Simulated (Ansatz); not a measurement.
# Ni wire along [110], 37 atoms a period: bands along the axis

Aim: is the Ni wire along [110], 37 atoms a period a metal or a semiconductor?

Method: DFT PBE, plane waves, PAW; relaxation of a wire's period; PAW set soft_1, in the first sound run; inputs show where later runs differ, in Ansatz 0.2.0.

### 1. Set-up

The cell holds 37 atoms: 37 Ni. Its edges and angles: a = 20.880 Å, b = 19.245 Å, c = 2.489 Å, α = 90.0°, β = 90.0°, γ = 90.0°. Vacuum lies along a and b. The structure's axis is c.

### 2. Relaxation of atoms and period

Band widths follow the bond lengths, so the wire is relaxed first. The atoms and the third cell vector are free; the box across stays fixed as vacuum. Moments are seeded so that a magnetic state can form if it lies lower. A Fermi-Dirac smearing is set since the result may be a metal. The pressure printed is a third of the stress's trace over the whole box, vacuum included; only the stress along the axis is relaxed.

Contents of input.yaml:

```yaml
crystal:
  lattice:
    - [20.88, 0.0, 0.0]
    - [0.0, 19.245, 0.0]
    - [0.0, 0.0, 2.4890158698]
  atoms:
    - { symbol: Ni, position: [0.162835249, 0.500002062, 0.0], spin: 0.8 }
    - { symbol: Ni, position: [0.331417625, 0.62933518, 0.0], spin: 0.8 }
    - { symbol: Ni, position: [0.331417625, 0.500002062, 0.0], spin: 0.8 }
    - { symbol: Ni, position: [0.331417625, 0.758668299, 0.0], spin: 0.8 }
    - { symbol: Ni, position: [0.5, 0.62933518, 0.0], spin: 0.8 }
    - { symbol: Ni, position: [0.5, 0.500002062, 0.0], spin: 0.8 }
    - { symbol: Ni, position: [0.5, 0.758668299, 0.0], spin: 0.8 }
    - { symbol: Ni, position: [0.668582375, 0.62933518, 0.0], spin: 0.8 }
    - { symbol: Ni, position: [0.668582375, 0.500002062, 0.0], spin: 0.8 }
    - { symbol: Ni, position: [0.668582375, 0.758668299, 0.0], spin: 0.8 }
    - { symbol: Ni, position: [0.837164751, 0.500002062, 0.0], spin: 0.8 }
    - { symbol: Ni, position: [0.247126437, 0.306002383, 0.5], spin: 0.8 }
    - { symbol: Ni, position: [0.247126437, 0.435335502, 0.5], spin: 0.8 }
    - { symbol: Ni, position: [0.247126437, 0.564668621, 0.5], spin: 0.8 }
    - { symbol: Ni, position: [0.247126437, 0.69400174, 0.5], spin: 0.8 }
    - { symbol: Ni, position: [0.415708812, 0.176669265, 0.5], spin: 0.8 }
    - { symbol: Ni, position: [0.415708812, 0.306002383, 0.5], spin: 0.8 }
    - { symbol: Ni, position: [0.415708812, 0.435335502, 0.5], spin: 0.8 }
    - { symbol: Ni, position: [0.415708812, 0.564668621, 0.5], spin: 0.8 }
    - { symbol: Ni, position: [0.415708812, 0.69400174, 0.5], spin: 0.8 }
    - { symbol: Ni, position: [0.415708812, 0.823334858, 0.5], spin: 0.8 }
    - { symbol: Ni, position: [0.584291188, 0.176669265, 0.5], spin: 0.8 }
    - { symbol: Ni, position: [0.584291188, 0.306002383, 0.5], spin: 0.8 }
    - { symbol: Ni, position: [0.584291188, 0.435335502, 0.5], spin: 0.8 }
    - { symbol: Ni, position: [0.584291188, 0.564668621, 0.5], spin: 0.8 }
    - { symbol: Ni, position: [0.584291188, 0.69400174, 0.5], spin: 0.8 }
    - { symbol: Ni, position: [0.584291188, 0.823334858, 0.5], spin: 0.8 }
    - { symbol: Ni, position: [0.752873563, 0.306002383, 0.5], spin: 0.8 }
    - { symbol: Ni, position: [0.752873563, 0.435335502, 0.5], spin: 0.8 }
    - { symbol: Ni, position: [0.752873563, 0.564668621, 0.5], spin: 0.8 }
    - { symbol: Ni, position: [0.752873563, 0.69400174, 0.5], spin: 0.8 }
    - { symbol: Ni, position: [0.331417625, 0.370668943, 0.0], spin: 0.8 }
    - { symbol: Ni, position: [0.331417625, 0.241335824, 0.0], spin: 0.8 }
    - { symbol: Ni, position: [0.5, 0.370668943, 0.0], spin: 0.8 }
    - { symbol: Ni, position: [0.5, 0.241335824, 0.0], spin: 0.8 }
    - { symbol: Ni, position: [0.668582375, 0.370668943, 0.0], spin: 0.8 }
    - { symbol: Ni, position: [0.668582375, 0.241335824, 0.0], spin: 0.8 }
magnetization:
  spin_polarized: true
kpoints:
  mp_grid: { grid: [1, 1, 33] }
scf:
  occupations: { method: fermi_dirac, width: 0.05 }
hamiltonian:
  xc: pbe
  pseudopotentials: { kind: paw, azcp: { folder: soft_1 } }
relax:
  cell: { fix: [a, b, alpha, beta, gamma] }
  max_steps: 45
  f_tol: 0.03
```

Run with:

```bash
$ ansatz run input.yaml --threads 16 --pin off --max-ram 61440MiB --backend cuda --events-out ev --progress --plain --runs-dir out --max-vram 78GiB
```

Numbers of over 12 decimals in the logs are rounded to 6 here.

What it wrote:

```text
Engine: ansatz 0.2.0, aarch64-unknown-linux-gnu
Pseudopotentials: kind: paw
Pseudopotential: Ni, paw, valence charge 18, recommended cutoff 420 eV (normal), soft_1/Ni.paw.azcp
Functional definition: PBE
  parameter kappa = 0.804
  parameter beta = 0.066725
  exchange = pbe_x(kappa = kappa, mu = beta*pi^2/3)
  correlation = pbe_c(beta = beta)
concurrent solve slots: 12 of 16 are kept, ahead of what memory takes: no pass of the eigensolver takes more rounds on 12
[...]
Crystal: 37 atoms, lattice volume = 1000.175 Å³
Basis set: ecut = 420 eV, 19505 PW (Γ), exchange–correlation on 288×270×36 points (8 copies of the dense FFT grid, shifted against one another)
Bands: 418, of which v1, the nominal top of the filled ones, is band 333 counted from 1 (332 counted from 0)
Symmetry: 8 space group operations
Space group: Pmmm (ITA 47), of the structure as read, at distance tolerance 1.0e-4 Å
Magnetic group: BNS 47.249 (UNI 347), of the structure as read, at distance tolerance 1.0e-4 Å
k-points: 17 of 33
Non-local potential: Ni, projectors of the file, l = 0: 3, l = 1: 2, l = 2: 3, l = 3: 1
PAW form: soft (Blöchl's): semilocal exchange-correlation on the pseudo side does not see the compensation charge
PAW one-centre angular grid: Ni, 590 points (default); XC on 64 Gauss nodes
Initial density: superposition of atomic densities (neutral atoms: chi_scale 0, normalization atom)
Starting moments: Σ|m| = 29.6 μB on 37 of 37 sites
Initial wavefunctions: pseudopotential atomic-orbital guess
[...]
Functional: x = pbe(κ = 0.804, μ = 0.219515), c = pbe(β = 0.066725)
SCF iter   1: F=—  HF=-216022.698142 eV  |F-HF|=—  |Δ(HF+E_count)|=         —  Δρ=2.76e-2 (↑1.58e-2 ↓2.76e-2)  dr2=5.66e1  dr2_m=2.06e0  M=29.889 μB ∫|m|=31.381 μB  β_m=0.30  ethr=3.10e-3  ⟨swp⟩=7.7  Hψ=62484  notcnv=0  defer=1066
Mixer restart at iter 1: flushing history
preconditioner: auto → LDOS  [metal: Δε(μ)=0.003 eV  Ē_g=7.110 eV  σ=0.050 eV  W_gap=0.01  n_scr=216 (ndim 8)  ℏωp=22.6 eV  f_vac=0.516  D(μ)=77.34/eV (n_scr^D=940)]
spin=Collinear: LDOS preconditioning applied to the charge; magnetization (m = ρ↑ − ρ↓) channel mixes plain (no charge-response kernel on spin).
SCF iter   2: F=—  HF=-216026.673762 eV  |F-HF|=—  |Δ(HF+E_count)|=    3.98e0  Δρ=1.91e-2 (↑1.91e-2 ↓1.04e-2)  dr2=8.50e0  dr2_m=9.70e-1  M=29.246 μB ∫|m|=31.329 μB  β_m=0.33  ethr=3.10e-3  ⟨swp⟩=2.3  Hψ=23060  notcnv=0  defer=1862
[...]
SCF iter  19: F=-216053.260955 eV  HF=-216053.260955 eV  |F-HF|=6.87e-8  |Δ(HF+E_count)|=   1.31e-9  Δρ=1.76e-6 (↑5.20e-7 ↓1.76e-6)  dr2=7.14e-8  dr2_m=3.88e-9  M=25.788 μB ∫|m|=29.365 μB  ethr=5.86e-12  ⟨swp⟩=2.3  Hψ=37905  notcnv=0
SCF 1 converged in 19 iterations: F = -216053.260955 eV  dr2 = 7.14e-8
  greatest PAW one-centre occupation: 1.001 electrons in one spin orbital (limit 2), on the Ni atom at site 10 (counted from 0), in its partial waves of l = 1
relax step   1: F+E_penalty+E_count = -216053.26095459 eV  Δ(F+E_penalty+E_count) = +0.000e0 eV  max|allowed force component| = 9.930e-1 eV/Å  Δτ_max = 0.0000 Å  P = -2.510 GPa  Ω = 1000.175 Å³  fix = [a, b, alpha, beta, gamma]  reactions: a -2.362, b -2.114 GPa  (19 SCF iters, dr2 threshold 1.00e-7 eV, accepted)
concurrent solve slots: 12 of 16 are kept, ahead of what memory takes: no pass of the eigensolver takes more rounds on 12
[...]
Crystal: 37 atoms, lattice volume = 992.566 Å³
Basis set: ecut = 420 eV, 19301 PW (Γ), exchange–correlation on 288×270×36 points (8 copies of the dense FFT grid, shifted against one another)
[...]
Starting moments: Σ|m| = 29.6 μB on 37 of 37 sites; this step starts from the density that it was given
[...]
iter 1 solved again at ethr=5.82e-5 eV; its pass at ethr=3.10e-3 eV (dr2=3.88e-1 eV) is discarded
SCF iter   1: F=—  HF=-216053.720095 eV  |F-HF|=—  |Δ(HF+E_count)|=         —  Δρ=3.87e-3 (↑2.65e-3 ↓3.87e-3)  dr2=3.95e-1  dr2_m=3.79e-2  M=25.700 μB ∫|m|=29.214 μB  β_m=0.30  ethr=5.82e-5  ⟨swp⟩=3.9  Hψ=71395  notcnv=0
preconditioner: auto → LDOS  [metal: Δε(μ)=0.002 eV  Ē_g=6.991 eV  σ=0.050 eV  W_gap=0.01  n_scr=208 (ndim 8)  ℏωp=22.7 eV  f_vac=0.536  D(μ)=65.93/eV (n_scr^D=740)]
[...]
SCF 2 converged in 11 iterations: F = -216053.712366 eV  dr2 = 1.49e-6
[...]
SCF 3 converged in 12 iterations: F = -216053.947368 eV  dr2 = 3.07e-6
[...]
SCF 4 converged in 11 iterations: F = -216053.918794 eV  dr2 = 1.40e-6
[...]
SCF 5 converged in 17 iterations: F = -216053.962693 eV  dr2 = 1.39e-10
[...]
SCF 6 converged in 11 iterations: F = -216053.957732 eV  dr2 = 3.39e-10
[...]
SCF converged after 11 iterations
[...]
--- Relaxed structure (5 steps of the walk, 4 accepted, 1 SCFs on fresh bases) ---
  F+E_penalty+E_count = -216053.95773221 eV   max|allowed force component| = 1.209e-2 eV/Å   (the final SCF, on the basis selected at the relaxed cell)
  cell:  # Å, volume = 984.5887 Å³
    - [20.88, 0, 0]
    - [0, 19.245, 0]
    - [0, 0, 2.450228]
  atoms:
    - { symbol: Ni, position: [0.170069, 0.500000, 0] }
    - { symbol: Ni, position: [0.330533, 0.628039, -5.552726651682148e-19] }
    - { symbol: Ni, position: [0.329224, 0.500000, 0] }
    - { symbol: Ni, position: [0.331547, 0.757488, -5.058083530588177e-19] }
    - { symbol: Ni, position: [0.5, 0.628077, -5.390735584427524e-19] }
    - { symbol: Ni, position: [0.5, 0.500000, 0] }
    - { symbol: Ni, position: [0.5, 0.760315, 7.075886330385437e-19] }
    - { symbol: Ni, position: [0.669467, 0.628039, -5.552726651682139e-19] }
    - { symbol: Ni, position: [0.670776, 0.500000, 0] }
    - { symbol: Ni, position: [0.668453, 0.757488, -5.058083530588167e-19] }
    - { symbol: Ni, position: [0.829931, 0.500000, 0] }
    - { symbol: Ni, position: [0.251558, 0.306523, 0.5] }
    - { symbol: Ni, position: [0.244610, 0.432421, 0.5] }
    - { symbol: Ni, position: [0.244610, 0.567579, 0.5] }
    - { symbol: Ni, position: [0.251558, 0.693477, 0.5] }
    - { symbol: Ni, position: [0.415109, 0.182756, 0.5] }
    - { symbol: Ni, position: [0.416340, 0.306941, 0.5] }
    - { symbol: Ni, position: [0.414775, 0.435621, 0.5] }
    - { symbol: Ni, position: [0.414775, 0.564379, 0.5] }
    - { symbol: Ni, position: [0.416340, 0.693059, 0.5] }
    - { symbol: Ni, position: [0.415109, 0.817244, 0.5] }
    - { symbol: Ni, position: [0.584891, 0.182756, 0.5] }
    - { symbol: Ni, position: [0.583660, 0.306941, 0.5] }
    - { symbol: Ni, position: [0.585225, 0.435621, 0.5] }
    - { symbol: Ni, position: [0.585225, 0.564379, 0.5] }
    - { symbol: Ni, position: [0.583660, 0.693059, 0.5] }
    - { symbol: Ni, position: [0.584891, 0.817244, 0.5] }
    - { symbol: Ni, position: [0.748442, 0.306523, 0.5] }
    - { symbol: Ni, position: [0.755390, 0.432421, 0.5] }
    - { symbol: Ni, position: [0.755390, 0.567579, 0.5] }
    - { symbol: Ni, position: [0.748442, 0.693477, 0.5] }
    - { symbol: Ni, position: [0.330533, 0.371961, 5.55272665168214e-19] }
    - { symbol: Ni, position: [0.331547, 0.242512, 5.058083530588167e-19] }
    - { symbol: Ni, position: [0.5, 0.371923, 5.390735584427524e-19] }
    - { symbol: Ni, position: [0.5, 0.239685, -7.075886330385438e-19] }
    - { symbol: Ni, position: [0.669467, 0.371961, 5.552726651682148e-19] }
    - { symbol: Ni, position: [0.668453, 0.242512, 5.058083530588177e-19] }
```

Wall time 92 s (1 × NVIDIA GB200 with 16 threads of Arm Neoverse V2, shared host); peak memory 1.9 GiB.

The steps of the relaxation:

```
step  energy less that of the first step (eV)  largest force component (eV/Å)  pressure (GPa)  volume (Å³)
   1                                   0.0000                          0.9930           -2.51      1000.18
   2                                  -0.4514                          0.6214           -1.27       992.57
   3                                  -0.6864                          0.1875            0.34       983.11
   4                                  -0.6578                          0.1948            0.00       984.28
   5                                  -0.7017                          0.0121            0.00       984.59
   6                                  -0.6968                          0.0121            0.01       984.59
```

The log counts 1 steps on a newly chosen plane-wave basis, not all of them marked here; energy and pressure can jump at such steps. Relaxation step 4 was tried and not accepted.

The run keeps the 8 symmetry operations that it works with, so distortions that break them were not tested.

```
cell as run  before  after  change
      c (Å)   2.489  2.450  -1.6 %
```

The atoms that moved most (Å, along periodic axes as changes of fractional coordinates times the final cell, across vacuum about the mean position):

```
atom      dx      dy     dz  length
 Ni1   0.151   0.000  0.000   0.151
Ni11  -0.151   0.000  0.000   0.151
Ni16  -0.013   0.117  0.000   0.118
Ni22   0.013   0.117  0.000   0.118
Ni21  -0.013  -0.117  0.000   0.118
Ni27   0.013  -0.117  0.000   0.118
Ni12   0.093   0.010  0.000   0.093
Ni28  -0.093   0.010  0.000   0.093
```

The relaxed structure:

```cif
data_structure
_symmetry_space_group_name_H-M 'P 1'
_symmetry_Int_Tables_number 1
_cell_length_a 20.8800
_cell_length_b 19.2450
_cell_length_c 2.4502
_cell_angle_alpha 90.000
_cell_angle_beta 90.000
_cell_angle_gamma 90.000
_cell_volume 984.59
loop_
_atom_site_label
_atom_site_type_symbol
_atom_site_fract_x
_atom_site_fract_y
_atom_site_fract_z
_atom_site_occupancy
Ni1 Ni 0.17007 0.50000 0.00000 1
Ni2 Ni 0.33053 0.62804 0.00000 1
Ni3 Ni 0.32922 0.50000 0.00000 1
Ni4 Ni 0.33155 0.75749 0.00000 1
Ni5 Ni 0.50000 0.62808 0.00000 1
Ni6 Ni 0.50000 0.50000 0.00000 1
Ni7 Ni 0.50000 0.76031 0.00000 1
Ni8 Ni 0.66947 0.62804 0.00000 1
Ni9 Ni 0.67078 0.50000 0.00000 1
Ni10 Ni 0.66845 0.75749 0.00000 1
Ni11 Ni 0.82993 0.50000 0.00000 1
Ni12 Ni 0.25156 0.30652 0.50000 1
Ni13 Ni 0.24461 0.43242 0.50000 1
Ni14 Ni 0.24461 0.56758 0.50000 1
Ni15 Ni 0.25156 0.69348 0.50000 1
Ni16 Ni 0.41511 0.18276 0.50000 1
Ni17 Ni 0.41634 0.30694 0.50000 1
Ni18 Ni 0.41478 0.43562 0.50000 1
Ni19 Ni 0.41478 0.56438 0.50000 1
Ni20 Ni 0.41634 0.69306 0.50000 1
Ni21 Ni 0.41511 0.81724 0.50000 1
Ni22 Ni 0.58489 0.18276 0.50000 1
Ni23 Ni 0.58366 0.30694 0.50000 1
Ni24 Ni 0.58522 0.43562 0.50000 1
Ni25 Ni 0.58522 0.56438 0.50000 1
Ni26 Ni 0.58366 0.69306 0.50000 1
Ni27 Ni 0.58489 0.81724 0.50000 1
Ni28 Ni 0.74844 0.30652 0.50000 1
Ni29 Ni 0.75539 0.43242 0.50000 1
Ni30 Ni 0.75539 0.56758 0.50000 1
Ni31 Ni 0.74844 0.69348 0.50000 1
Ni32 Ni 0.33053 0.37196 0.00000 1
Ni33 Ni 0.33155 0.24251 0.00000 1
Ni34 Ni 0.50000 0.37192 0.00000 1
Ni35 Ni 0.50000 0.23969 0.00000 1
Ni36 Ni 0.66947 0.37196 0.00000 1
Ni37 Ni 0.66845 0.24251 0.00000 1
```

This step gave:

```yaml
energy_at_zero_smearing: -216053.7008 eV
total_moment: 25.44 μB
absolute_moment: 28.94 μB
cell_length_along_the_wire: 2.450 Å
```

Site moment by element, in μB:

```
element  atoms   mean  spread (r.m.s.)  least  largest
     Ni     37  0.724            0.041  0.659    0.817
```

The atoms farthest from the mean of their element:

```
atom         x, y, z (Å)  site moment (μB)
Ni11   17.33, 9.62, 0.00             0.817
 Ni1    3.55, 9.62, 0.00             0.817
 Ni6   10.44, 9.62, 0.00             0.659
Ni25  12.22, 10.86, 1.23             0.664
Ni19   8.66, 10.86, 1.23             0.664
Ni18    8.66, 8.38, 1.23             0.664
Ni24   12.22, 8.38, 1.23             0.664
Ni21   8.67, 15.73, 1.23             0.769
```

The cell's length comes to 2.450 Å with an absolute moment of 28.94 μB a cell.

### 3. The perfect wire

This step: DFT PBE, plane waves, PAW; bands of a perfect wire; PAW set soft_1 (Ansatz 0.2.0).

At the relaxed period the bands are computed along the axis; those that cross an energy going forward count the channels that a perfect wire would open there.

Contents of input.yaml:

```yaml
crystal:
  lattice:
    - [20.88, 0.0, 0.0]
    - [0.0, 19.245, 0.0]
    - [0.0, 0.0, 2.4502275598]
  atoms:
    - { symbol: Ni, position: [0.170068659, 0.5, 0.0], spin: 0.82 }
    - { symbol: Ni, position: [0.330533335, 0.628039412, 0.0], spin: 0.69 }
    - { symbol: Ni, position: [0.329223881, 0.5, 0.0], spin: 0.73 }
    - { symbol: Ni, position: [0.331547348, 0.757487776, 0.0], spin: 0.75 }
    - { symbol: Ni, position: [0.5, 0.628077153, 0.0], spin: 0.7 }
    - { symbol: Ni, position: [0.5, 0.5, 0.0], spin: 0.66 }
    - { symbol: Ni, position: [0.5, 0.760314819, 0.0], spin: 0.69 }
    - { symbol: Ni, position: [0.669466665, 0.628039412, 0.0], spin: 0.69 }
    - { symbol: Ni, position: [0.670776119, 0.5, 0.0], spin: 0.73 }
    - { symbol: Ni, position: [0.668452652, 0.757487776, 0.0], spin: 0.75 }
    - { symbol: Ni, position: [0.829931341, 0.5, 0.0], spin: 0.82 }
    - { symbol: Ni, position: [0.251558328, 0.306523099, 0.5], spin: 0.76 }
    - { symbol: Ni, position: [0.244609574, 0.432420625, 0.5], spin: 0.73 }
    - { symbol: Ni, position: [0.244609574, 0.567579375, 0.5], spin: 0.73 }
    - { symbol: Ni, position: [0.251558328, 0.693476901, 0.5], spin: 0.76 }
    - { symbol: Ni, position: [0.415108531, 0.182756097, 0.5], spin: 0.77 }
    - { symbol: Ni, position: [0.416340387, 0.306941118, 0.5], spin: 0.71 }
    - { symbol: Ni, position: [0.414775173, 0.435621399, 0.5], spin: 0.66 }
    - { symbol: Ni, position: [0.414775173, 0.564378601, 0.5], spin: 0.66 }
    - { symbol: Ni, position: [0.416340387, 0.693058882, 0.5], spin: 0.71 }
    - { symbol: Ni, position: [0.415108531, 0.817243903, 0.5], spin: 0.77 }
    - { symbol: Ni, position: [0.584891469, 0.182756097, 0.5], spin: 0.77 }
    - { symbol: Ni, position: [0.583659613, 0.306941118, 0.5], spin: 0.71 }
    - { symbol: Ni, position: [0.585224827, 0.435621399, 0.5], spin: 0.66 }
    - { symbol: Ni, position: [0.585224827, 0.564378601, 0.5], spin: 0.66 }
    - { symbol: Ni, position: [0.583659613, 0.693058882, 0.5], spin: 0.71 }
    - { symbol: Ni, position: [0.584891469, 0.817243903, 0.5], spin: 0.77 }
    - { symbol: Ni, position: [0.748441672, 0.306523099, 0.5], spin: 0.76 }
    - { symbol: Ni, position: [0.755390426, 0.432420625, 0.5], spin: 0.73 }
    - { symbol: Ni, position: [0.755390426, 0.567579375, 0.5], spin: 0.73 }
    - { symbol: Ni, position: [0.748441672, 0.693476901, 0.5], spin: 0.76 }
    - { symbol: Ni, position: [0.330533335, 0.371960588, 0.0], spin: 0.69 }
    - { symbol: Ni, position: [0.331547348, 0.242512224, 0.0], spin: 0.75 }
    - { symbol: Ni, position: [0.5, 0.371922847, 0.0], spin: 0.7 }
    - { symbol: Ni, position: [0.5, 0.239685181, 0.0], spin: 0.69 }
    - { symbol: Ni, position: [0.669466665, 0.371960588, 0.0], spin: 0.69 }
    - { symbol: Ni, position: [0.668452652, 0.242512224, 0.0], spin: 0.75 }
magnetization:
  spin_polarized: true
kpoints:
  mp_grid: { grid: [1, 1, 33] }
  band_path: { path: ["Γ", Z], npoints: 90 }
scf:
  occupations: { method: fermi_dirac, width: 0.05 }
hamiltonian:
  xc: pbe
  pseudopotentials: { kind: paw, azcp: { folder: soft_1 } }
output:
  dos: { e_range: [-5, 4] }
  write_potential: true
  write_density: true
  volumetric_format: npy
```

What it wrote:

```text
[...]
Crystal: 37 atoms, lattice volume = 984.589 Å³
Basis set: ecut = 420 eV, 19105 PW (Γ)
Bands: 416, of which v1, the nominal top of the filled ones, is band 333 counted from 1 (332 counted from 0)
[... 1 set-up line as in the run before ...]
[...]
k-points: 17 of 33
[...]
Starting moments: Σ|m| = 26.82 μB on 37 of 37 sites
[...]
SCF iter   1: F=—  HF=-216023.481259 eV  |F-HF|=—  |Δ(HF+E_count)|=         —  Δρ=3.93e-2 (↑2.04e-2 ↓3.93e-2)  dr2=5.72e1  dr2_m=5.84e0  M=30.697 μB ∫|m|=32.307 μB  β_m=0.30  ethr=3.10e-3  ⟨swp⟩=7.8  Hψ=63149  notcnv=0  defer=1153
[...]
SCF iter   6: F=—  HF=-216053.909301 eV  |F-HF|=—  |Δ(HF+E_count)|=   6.48e-1  Δρ=4.56e-3 (↑3.02e-3 ↓4.56e-3)  dr2=3.03e-1  dr2_m=3.09e-2  M=25.658 μB ∫|m|=29.117 μB  β_m=0.73  ethr=5.50e-5  ⟨swp⟩=2.6  Hψ=28284  notcnv=0  defer=1870
[...]
SCF iter  15: F=—  HF=-216053.957907 eV  |F-HF|=—  |Δ(HF+E_count)|=   1.84e-7  Δρ=3.67e-6 (↑2.16e-6 ↓3.67e-6)  dr2=1.52e-7  dr2_m=2.89e-8  M=25.437 μB ∫|m|=28.902 μB  β_m=0.52  ethr=1.94e-10  ⟨swp⟩=2.4  Hψ=24619  notcnv=0  defer=1870
[...]
SCF iter  17: F=-216053.957907 eV  HF=-216053.957907 eV  |F-HF|=2.94e-8  |Δ(HF+E_count)|=   2.90e-8  Δρ=1.43e-6 (↑5.30e-7 ↓1.43e-6)  dr2=4.16e-8  dr2_m=3.20e-9  M=25.437 μB ∫|m|=28.902 μB  ethr=1.50e-12  ⟨swp⟩=12.7  Hψ=74734  notcnv=0
SCF 1 converged in 17 iterations: F = -216053.957907 eV  dr2 = 4.16e-8
[...]
SCF converged after 17 iterations
[...]
```

Wall time 47 s (1 × NVIDIA GB200 with 16 threads); peak memory 5.9 GiB.

Numbers from this step:

| Item | Value |
| --- | --- |
| energy at zero smearing | -216053.7010 eV |
| band gap on the path through both edges | 0 eV |

Between Γ and Z the bands cross the Fermi level 56 times, so a perfect wire would conduct at least 28 G₀, with an absolute moment of 28.94 μB a cell.

### 4. Outcome

| Property | Result |
| --- | --- |
| cell length, PBE | 2.450 Å |
| absolute moment, PBE | 28.9 μB |
| ballistic conductance by band crossings, a lower bound, PBE | 28 G₀ |

**Reading.** Under PBE the cell's length is 2.45 Å, the absolute moment is 28.94 μB a cell, and the bands cross the Fermi level 56 times between Γ and Z, which gives a perfect wire at least 28 G₀ (opposite crossings within one step of the path cancel in such a count). In the perfect wire the moments were started parallel, and no opposed start was run. No search over magnetic orders was made; another may lie lower.

[Logs are printed without paths, hosts, clocks, repeated set-up lines and the standing remarks that a program may print on its own settings, such as how far it seeks lower states.]

[Hosts, paths, dates, database ids (printed as entryN), source tags and the programs' standing remarks are cut or masked in the printed files.]
